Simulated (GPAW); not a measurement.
**Screening of a field by a 8-layer slab of Na(100)**

How does a 8-layer slab of Na(100) screen a perpendicular field?

Calculated with GPAW 26.7.0; GPAW, PAW setups; slab in vacuum, relaxation, in the first sound run; inputs show where later runs differ.

## Step 1: The structure

The cell holds 8 atoms: 8 Na. Cell: a = 4.230 Å, b = 4.230 Å, c = 30.805 Å, α = 90.0°, β = 90.0°, γ = 90.0°. Vacuum lies along c.

Coordinates:

```cif
data_structure
_symmetry_space_group_name_H-M 'P 1'
_symmetry_Int_Tables_number 1
_cell_length_a 4.2300
_cell_length_b 4.2300
_cell_length_c 30.8050
_cell_angle_alpha 90.000
_cell_angle_beta 90.000
_cell_angle_gamma 90.000
_cell_volume 551.19
loop_
_atom_site_label
_atom_site_type_symbol
_atom_site_fract_x
_atom_site_fract_y
_atom_site_fract_z
_atom_site_occupancy
Na1 Na 0.50000 0.50000 0.25970 1
Na2 Na 0.00000 0.00000 0.32836 1
Na3 Na 0.50000 0.50000 0.39701 1
Na4 Na 0.00000 0.00000 0.46567 1
Na5 Na 0.50000 0.50000 0.53433 1
Na6 Na 0.00000 0.00000 0.60299 1
Na7 Na 0.50000 0.50000 0.67164 1
Na8 Na 0.00000 0.00000 0.74030 1
```

## Step 2: Relaxation

The atoms are relaxed first, since the surface dipole, and with it the work function, follows the positions of the outer layers. The lowest 4 atoms are held at bulk positions and keep their forces.

Contents of run.py:

```python
import json
import numpy as np
from ase import Atoms
from ase.constraints import FixAtoms
from ase.optimize import BFGS
from gpaw import GPAW, PW

slab = Atoms(
    ['Na', 'Na', 'Na', 'Na', 'Na', 'Na', 'Na', 'Na'],
    positions=[
        [2.11500, 2.11500, 8.00000],
        [0.00000, 0.00000, 10.11500],
        [2.11500, 2.11500, 12.23000],
        [0.00000, 0.00000, 14.34500],
        [2.11500, 2.11500, 16.46000],
        [0.00000, 0.00000, 18.57500],
        [2.11500, 2.11500, 20.69000],
        [0.00000, 0.00000, 22.80500]],
    cell=[[4.23, 0.0, 0.0], [0.0, 4.23, 0.0], [0.0, 0.0, 30.805]],
    pbc=[True, True, False])

slab.calc = GPAW(mode=PW(400), xc='PBE', kpts={'size': (8, 8, 1), 'gamma': True},
                 occupations={'name': 'fermi-dirac', 'width': 0.1}, nbands='160%',
                 convergence={'density': 1e-05}, maxiter=200,
                 poissonsolver={'dipolelayer': 'xy'},
                 symmetry={'tolerance': 1e-3, 'extra_ids': [1, 1, 1, 1, 0, 0, 0, 0]}, txt='slab.txt')
result = {}
slab.set_constraint(FixAtoms([0, 1, 2, 3]))
path = []
opt = BFGS(slab, maxstep=0.2)
opt.attach(lambda: path.append((slab.get_potential_energy(), slab.positions.tolist(), slab.get_forces().tolist())))
result['relaxed'] = bool(opt.run(fmax=0.03, steps=40))
result['path'] = path
energy = slab.get_potential_energy()
fermi = slab.calc.get_fermi_level()
v = slab.calc.get_electrostatic_potential().mean((0, 1)) - fermi
n = slab.calc.get_pseudo_density().mean((0, 1))
L = slab.cell[2, 2]
z = np.arange(len(v)) * L / len(v)
low, high = slab.positions[:, 2].min(), slab.positions[:, 2].max()
below, above = np.interp([low - 5.8, high + 5.8], z, v)
slopes = [np.interp(x, z, np.gradient(v, z)) for x in (low - 5.8, high + 5.8)]
eps = np.array([[slab.calc.get_eigenvalues(k, s) for k in range(len(slab.calc.get_ibz_k_points()))]
                for s in range(slab.calc.get_number_of_spins())]) - fermi
top, bottom = eps[eps < 0].max(), eps[eps > 0].min()
dipole = slab.get_dipole_moment()[2]
print(f'energy {energy:.4f} eV, Fermi level {fermi:.4f} eV, dipole {dipole:.5f} e A')
print(f'potential 5.8 A off the faces, from the Fermi level: lower {below:.4f} eV, upper {above:.4f} eV')
print(f'slope of the potential there: lower {slopes[0]:.5f}, upper {slopes[1]:.5f} eV/A')
print(f'nearest levels on the mesh: {top:.4f} and {bottom:.4f} eV')
print('magnetic moment', round(slab.get_magnetic_moment(), 3))
result.update(energy=energy, fermi=fermi, dipole=dipole, below=below, above=above, slopes=slopes, edges=[top, bottom],
              z=z.tolist(), v=v.tolist(), n=n.tolist(), positions=slab.positions.tolist(),
              forces=slab.get_forces(apply_constraint=False).tolist(), moments=slab.get_magnetic_moments().tolist())
json.dump(result, open('result.json', 'w'))
```

Started as:

```console
> OMP_NUM_THREADS=1 OPENBLAS_NUM_THREADS=1 python run.py
```

The program printed:

```text
Step          Energy          fmax
BFGS:    0      -10.157475        0.010509
energy -10.0943 eV, Fermi level -1.0157 eV, dipole -0.00028 e A
potential 5.8 A off the faces, from the Fermi level: lower 2.6495 eV, upper 2.6499 eV
slope of the potential there: lower -0.00055, upper 0.00055 eV/A
nearest levels on the mesh: -0.0863 and 0.0405 eV
magnetic moment 0.0
```

It took 60 s on 1 thread of Intel Xeon 6975P-C (Granite Rapids), shared host; peak memory 0.38 GiB.

This step gave:

- dipole along the normal: -2.85e-4 e·Å
- levels nearest the Fermi level on the mesh: -0.08630, 0.04050 eV from the Fermi level
- upper work function: 2.650 eV
- lower work function: 2.650 eV

The electrostatic potential energy of an electron (without an applied field's), less the Fermi level, planar mean oscillates, so the rows of the table below give means over windows of 2.14 Å about each position, cut where the curve ends. Its maxima inside the range that stand out by 2 % of the span (Å: eV): 9.1: 0.856, 11.1: 0.817, 13.3: 0.810, 15.4: 0.827, 17.5: 0.810, 19.7: 0.817, 21.7: 0.856. Its minima: 8.0: -1.75, 10.2: -1.60, 12.2: -1.61, 14.3: -1.65, 16.5: -1.65, 18.6: -1.61, 20.6: -1.60, 22.8: -1.75.

The electrostatic potential energy of an electron (without an applied field's), less the Fermi level, planar mean by z; means over each step:

| z (Å) | electrostatic potential energy of an electron (without an applied field's), less the Fermi level, planar mean (eV) |
| --- | --- |
| 1.07 | 2.65 |
| 3.21 | 2.65 |
| 5.35 | 2.50 |
| 7.49 | 0.0921 |
| 9.63 | -0.219 |
| 11.77 | -0.233 |
| 13.91 | -0.254 |
| 16.05 | -0.248 |
| 18.19 | -0.236 |
| 20.33 | -0.221 |
| 22.47 | -0.264 |
| 24.61 | 2.07 |
| 26.75 | 2.63 |
| 28.89 | 2.65 |

The pseudo valence density, planar mean oscillates, so the rows of the table below give means over windows of 2.14 Å about each position, cut where the curve ends. Its maxima inside the range that stand out by 2 % of the span (Å: e/Å³): 7.9: 0.467, 10.1: 0.482, 12.2: 0.490, 14.3: 0.493, 16.5: 0.493, 18.6: 0.490, 20.8: 0.482, 22.9: 0.467. Its minima: 9.0: 0.0362, 11.1: 0.0342, 13.3: 0.0341, 15.4: 0.0345, 17.5: 0.0341, 19.7: 0.0342, 21.8: 0.0362.

Pseudo valence density, planar mean against z; means over each step:

| z (Å) | pseudo valence density, planar mean (e/Å³) |
| --- | --- |
| 1.07 | 1.3e-6 |
| 3.21 | 6.2e-5 |
| 5.35 | 0.00219 |
| 7.49 | 0.168 |
| 9.63 | 0.184 |
| 11.77 | 0.184 |
| 13.91 | 0.184 |
| 16.05 | 0.184 |
| 18.19 | 0.184 |
| 20.33 | 0.184 |
| 22.47 | 0.181 |
| 24.61 | 0.00843 |
| 26.75 | 2.7e-4 |
| 28.89 | 5.9e-6 |

The starting forces already met the threshold, so no step was taken. The largest force left on a free atom is 0.011 eV/Å.

## Step 3: The slab's potential

The work function is the vacuum plateau of the electrostatic potential less the Fermi level; a dipole layer lets the two faces have plateaus of their own.

This step: GPAW, PAW setups; slab in vacuum (GPAW 26.7.0).

Edit run.py of step 2 so:

```diff
@@ -3,4 +3,2 @@
 from ase import Atoms
-from ase.constraints import FixAtoms
-from ase.optimize import BFGS
 from gpaw import GPAW, PW
@@ -25,10 +23,4 @@
                  poissonsolver={'dipolelayer': 'xy'},
-                 symmetry={'tolerance': 1e-3, 'extra_ids': [1, 1, 1, 1, 0, 0, 0, 0]}, txt='slab.txt')
+                 symmetry={'tolerance': 1e-3}, txt='slab.txt')
 result = {}
-slab.set_constraint(FixAtoms([0, 1, 2, 3]))
-path = []
-opt = BFGS(slab, maxstep=0.2)
-opt.attach(lambda: path.append((slab.get_potential_energy(), slab.positions.tolist(), slab.get_forces().tolist())))
-result['relaxed'] = bool(opt.run(fmax=0.03, steps=40))
-result['path'] = path
 energy = slab.get_potential_energy()
```

The program printed:

```text
energy -10.0943 eV, Fermi level -1.0157 eV, dipole -0.00028 e A
potential 5.8 A off the faces, from the Fermi level: lower 2.6495 eV, upper 2.6499 eV
slope of the potential there: lower -0.00055, upper 0.00055 eV/A
nearest levels on the mesh: -0.0863 and 0.0405 eV
magnetic moment 0.0
```

Wall time 62 s (1 thread); peak memory 0.38 GiB.

The electrostatic potential energy of an electron (without an applied field's), less the Fermi level, planar mean oscillates, so the rows of the table below give means over windows of 2.14 Å about each position, cut where the curve ends. Its maxima inside the range that stand out by 2 % of the span (Å: eV): 9.1: 0.856, 11.1: 0.817, 13.3: 0.810, 15.4: 0.827, 17.5: 0.810, 19.7: 0.817, 21.7: 0.856. Its minima: 8.0: -1.75, 10.2: -1.60, 12.2: -1.61, 14.3: -1.65, 16.5: -1.65, 18.6: -1.61, 20.6: -1.60, 22.8: -1.75.

Electrostatic potential energy of an electron (without an applied field's), less the Fermi level, planar mean against z; means over each step:

z (Å), electrostatic potential energy of an electron (without an applied field's), less the Fermi level, planar mean (eV) and a bar from the least value:
```
     1.07       2.65 ##############################
     3.21       2.65 ##############################
     5.35       2.50 ############################
     7.49       0.09 ####
     9.63      -0.22 
    11.77      -0.23 
    13.91      -0.25 
    16.05      -0.25 
    18.19      -0.24 
    20.33      -0.22 
    22.47      -0.26 
    24.61       2.07 ########################
    26.75       2.63 ##############################
    28.89       2.65 ##############################
```

The pseudo valence density, planar mean oscillates, so the rows of the table below give means over windows of 2.14 Å about each position, cut where the curve ends. Its maxima inside the range that stand out by 2 % of the span (Å: e/Å³): 7.9: 0.467, 10.1: 0.482, 12.2: 0.490, 14.3: 0.493, 16.5: 0.493, 18.6: 0.490, 20.8: 0.482, 22.9: 0.467. Its minima: 9.0: 0.0362, 11.1: 0.0342, 13.3: 0.0341, 15.4: 0.0345, 17.5: 0.0341, 19.7: 0.0342, 21.8: 0.0362.

Pseudo valence density, planar mean against z; means over each step:

(Unchanged from step 2.)

The potential is flat to 5.5e-4 eV/Å where it is read, so the vacuum is wide enough.

## Step 4: In a field

A uniform field along the normal polarises the slab; the atoms stay fixed, so this is the electronic response alone.

Edit run.py of step 3 so:

```diff
@@ -4,2 +4,3 @@
 from gpaw import GPAW, PW
+from gpaw.external import ConstantElectricField
 
@@ -23,2 +24,3 @@
                  poissonsolver={'dipolelayer': 'xy'},
+                 external=ConstantElectricField(-0.2, [0, 0, 1]),
                  symmetry={'tolerance': 1e-3}, txt='slab.txt')
```

The program printed:

```text
energy -10.1319 eV, Fermi level -1.0245 eV, dipole -0.37733 e A
potential 5.8 A off the faces, from the Fermi level: lower 0.7657 eV, upper 4.5810 eV
slope of the potential there: lower -0.00026, upper 0.00140 eV/A
nearest levels on the mesh: -0.0856 and 0.0408 eV
magnetic moment 0.0
```

Elapsed: 2.4 min, on 1 thread; peak memory 0.59 GiB.

This step gave:

- dipole along the normal: -0.3773 e·Å
- levels nearest the Fermi level on the mesh: -0.08556, 0.04084 eV from the Fermi level
- potential below the slab, the applied field's own ramp left out: 0.7657 eV from the Fermi level
- potential above the slab, the applied field's own ramp left out: 4.581 eV from the Fermi level

The electrostatic potential energy of an electron (without an applied field's), less the Fermi level, planar mean oscillates, so the rows of the table below give means over windows of 2.14 Å about each position, cut where the curve ends. Its maxima inside the range that stand out by 2 % of the span (Å: eV): 9.1: -0.400, 11.2: -0.0233, 13.3: 0.385, 15.4: 0.827, 17.5: 1.24, 19.7: 1.68, 21.7: 2.11, 30.3: 4.58. Its minima: 8.0: -3.24, 10.1: -2.65, 12.2: -2.25, 14.3: -1.87, 16.5: -1.44, 18.6: -0.972, 20.6: -0.551, 22.8: -0.259.

The electrostatic potential energy of an electron (without an applied field's), less the Fermi level, planar mean by z; means over each step:

z (Å), electrostatic potential energy of an electron (without an applied field's), less the Fermi level, planar mean (eV) and a bar from the least value:
```
     1.07       0.93 ############
     3.21       0.76 ###########
     5.35       0.65 ###########
     7.49      -1.51 
     9.63      -1.37 #
    11.77      -0.96 ###
    13.91      -0.55 #####
    16.05      -0.12 #######
    18.19       0.32 #########
    20.33       0.76 ###########
    22.47       1.16 #############
    24.61       3.88 ###########################
    26.75       4.56 ##############################
    28.89       4.58 ##############################
```

The dipole is now -0.377 e Å, against -2.8e-4 in the run without a field.

## Step 5: Field on

Edit run.py of step 4 so:

```diff
@@ -24,3 +24,3 @@
                  poissonsolver={'dipolelayer': 'xy'},
-                 external=ConstantElectricField(-0.2, [0, 0, 1]),
+                 external=ConstantElectricField(-0.1, [0, 0, 1]),
                  symmetry={'tolerance': 1e-3}, txt='slab.txt')
```

The program printed:

```text
energy -10.1037 eV, Fermi level -1.0179 eV, dipole -0.18845 e A
potential 5.8 A off the faces, from the Fermi level: lower 1.7028 eV, upper 3.6084 eV
slope of the potential there: lower -0.00037, upper 0.00086 eV/A
nearest levels on the mesh: -0.0860 and 0.0406 eV
magnetic moment 0.0
```

The job ended after 2.3 min (1 thread; peak memory 0.59 GiB).

Numbers from this step:

* dipole along the normal: -0.1885 e·Å
* levels nearest the Fermi level on the mesh: -0.08601, 0.04058 eV from the Fermi level
* potential below the slab, the applied field's own ramp left out: 1.703 eV from the Fermi level
* potential above the slab, the applied field's own ramp left out: 3.608 eV from the Fermi level

The electrostatic potential energy of an electron (without an applied field's), less the Fermi level, planar mean oscillates, so the rows of the table below give means over windows of 2.14 Å about each position, cut where the curve ends. Its maxima inside the range that stand out by 2 % of the span (Å: eV): 9.1: 0.228, 11.2: 0.396, 13.3: 0.597, 15.4: 0.827, 17.5: 1.02, 19.7: 1.25, 21.7: 1.48, 30.3: 3.61. Its minima: 8.0: -2.49, 10.2: -2.12, 12.2: -1.93, 14.3: -1.76, 16.5: -1.55, 18.6: -1.29, 20.6: -1.08, 22.8: -1.00.

Table of electrostatic potential energy of an electron (without an applied field's), less the Fermi level, planar mean by z; means over each step:

| z (Å) | electrostatic potential energy of an electron (without an applied field's), less the Fermi level, planar mean (eV) |
| --- | --- |
| 1.07 | 1.79 |
| 3.21 | 1.70 |
| 5.35 | 1.57 |
| 7.49 | -0.707 |
| 9.63 | -0.794 |
| 11.77 | -0.597 |
| 13.91 | -0.403 |
| 16.05 | -0.183 |
| 18.19 | 0.0421 |
| 20.33 | 0.272 |
| 22.47 | 0.446 |
| 24.61 | 2.97 |
| 26.75 | 3.59 |
| 28.89 | 3.61 |

The dipole is now -0.188 e Å, against -2.8e-4 in the run without a field.

## Step 6: Field on

Edit run.py of step 5 so:

```diff
@@ -24,3 +24,3 @@
                  poissonsolver={'dipolelayer': 'xy'},
-                 external=ConstantElectricField(-0.1, [0, 0, 1]),
+                 external=ConstantElectricField(-0.05, [0, 0, 1]),
                  symmetry={'tolerance': 1e-3}, txt='slab.txt')
```

The program printed:

```text
energy -10.0966 eV, Fermi level -1.0162 eV, dipole -0.09421 e A
potential 5.8 A off the faces, from the Fermi level: lower 2.1749 eV, upper 3.1275 eV
slope of the potential there: lower -0.00045, upper 0.00068 eV/A
nearest levels on the mesh: -0.0862 and 0.0405 eV
magnetic moment 0.0
```

Wall time 2.2 min (1 thread); peak memory 0.59 GiB.

The electrostatic potential energy of an electron (without an applied field's), less the Fermi level, planar mean oscillates, so the rows of the table below give means over windows of 2.14 Å about each position, cut where the curve ends. Its maxima inside the range that stand out by 2 % of the span (Å: eV): 9.1: 0.542, 11.2: 0.606, 13.3: 0.704, 15.4: 0.827, 17.5: 0.916, 19.7: 1.03, 21.7: 1.17, 30.3: 3.13. Its minima: 8.0: -2.12, 10.2: -1.86, 12.2: -1.77, 14.3: -1.71, 16.5: -1.60, 18.6: -1.45, 20.6: -1.34, 22.8: -1.38.

Table of electrostatic potential energy of an electron (without an applied field's), less the Fermi level, planar mean by z; means over each step:

| z (Å) | electrostatic potential energy of an electron (without an applied field's), less the Fermi level, planar mean (eV) |
| --- | --- |
| 1.07 | 2.22 |
| 3.21 | 2.17 |
| 5.35 | 2.04 |
| 7.49 | -0.307 |
| 9.63 | -0.506 |
| 11.77 | -0.415 |
| 13.91 | -0.328 |
| 16.05 | -0.215 |
| 18.19 | -0.0968 |
| 20.33 | 0.0256 |
| 22.47 | 0.0914 |
| 24.61 | 2.52 |
| 26.75 | 3.11 |
| 28.89 | 3.13 |

## Step 7: In a field

Edit run.py of step 6 so:

```diff
@@ -24,3 +24,3 @@
                  poissonsolver={'dipolelayer': 'xy'},
-                 external=ConstantElectricField(-0.05, [0, 0, 1]),
+                 external=ConstantElectricField(0.05, [0, 0, 1]),
                  symmetry={'tolerance': 1e-3}, txt='slab.txt')
```

The program printed:

```text
energy -10.0966 eV, Fermi level -1.0162 eV, dipole 0.09421 e A
potential 5.8 A off the faces, from the Fermi level: lower 3.1275 eV, upper 2.1749 eV
slope of the potential there: lower -0.00068, upper 0.00045 eV/A
nearest levels on the mesh: -0.0862 and 0.0405 eV
magnetic moment 0.0
```

Elapsed: 2.1 min, on 1 thread; peak memory 0.59 GiB.

## Step 8: Field on

Edit run.py of step 7 so:

```diff
@@ -24,3 +24,3 @@
                  poissonsolver={'dipolelayer': 'xy'},
-                 external=ConstantElectricField(0.05, [0, 0, 1]),
+                 external=ConstantElectricField(0.1, [0, 0, 1]),
                  symmetry={'tolerance': 1e-3}, txt='slab.txt')
```

The program printed:

```text
energy -10.1037 eV, Fermi level -1.0179 eV, dipole 0.18845 e A
potential 5.8 A off the faces, from the Fermi level: lower 3.6084 eV, upper 1.7028 eV
slope of the potential there: lower -0.00086, upper 0.00037 eV/A
nearest levels on the mesh: -0.0860 and 0.0406 eV
magnetic moment 0.0
```

Elapsed: 2.2 min, on 1 thread; peak memory 0.59 GiB.

The electrostatic potential energy of an electron (without an applied field's), less the Fermi level, planar mean oscillates, so the rows of the table below give means over windows of 2.14 Å about each position, cut where the curve ends. Its maxima inside the range that stand out by 2 % of the span (Å: eV): 0.5: 3.61, 9.1: 1.48, 11.1: 1.25, 13.3: 1.02, 15.4: 0.827, 17.5: 0.597, 19.6: 0.396, 21.7: 0.228. Its minima: 8.0: -1.00, 10.2: -1.08, 12.2: -1.29, 14.3: -1.55, 16.5: -1.76, 18.6: -1.93, 20.6: -2.12, 22.8: -2.49.

Electrostatic potential energy of an electron (without an applied field's), less the Fermi level, planar mean against z; means over each step:

z (Å), electrostatic potential energy of an electron (without an applied field's), less the Fermi level, planar mean (eV) and a bar from the least value:
```
     1.07       3.53 #############################
     3.21       3.60 ##############################
     5.35       3.44 #############################
     7.49       0.89 ############
     9.63       0.36 #########
    11.77       0.13 #######
    13.91      -0.10 ######
    16.05      -0.31 ####
    18.19      -0.51 ###
    20.33      -0.71 ##
    22.47      -0.97 
    24.61       1.17 ##############
    26.75       1.69 #################
    28.89       1.70 ##################
```

The dipole is now 0.188 e Å, against -2.8e-4 in the run without a field.

[end of part 1 of 2]

[Logs are printed without paths, hosts, clocks, repeated set-up lines and the standing remarks that a program may print on its own settings, such as how far it seeks lower states.]

[Hosts, paths, dates, database ids (printed as entryN), source tags and the programs' standing remarks are cut or masked in the printed files.]
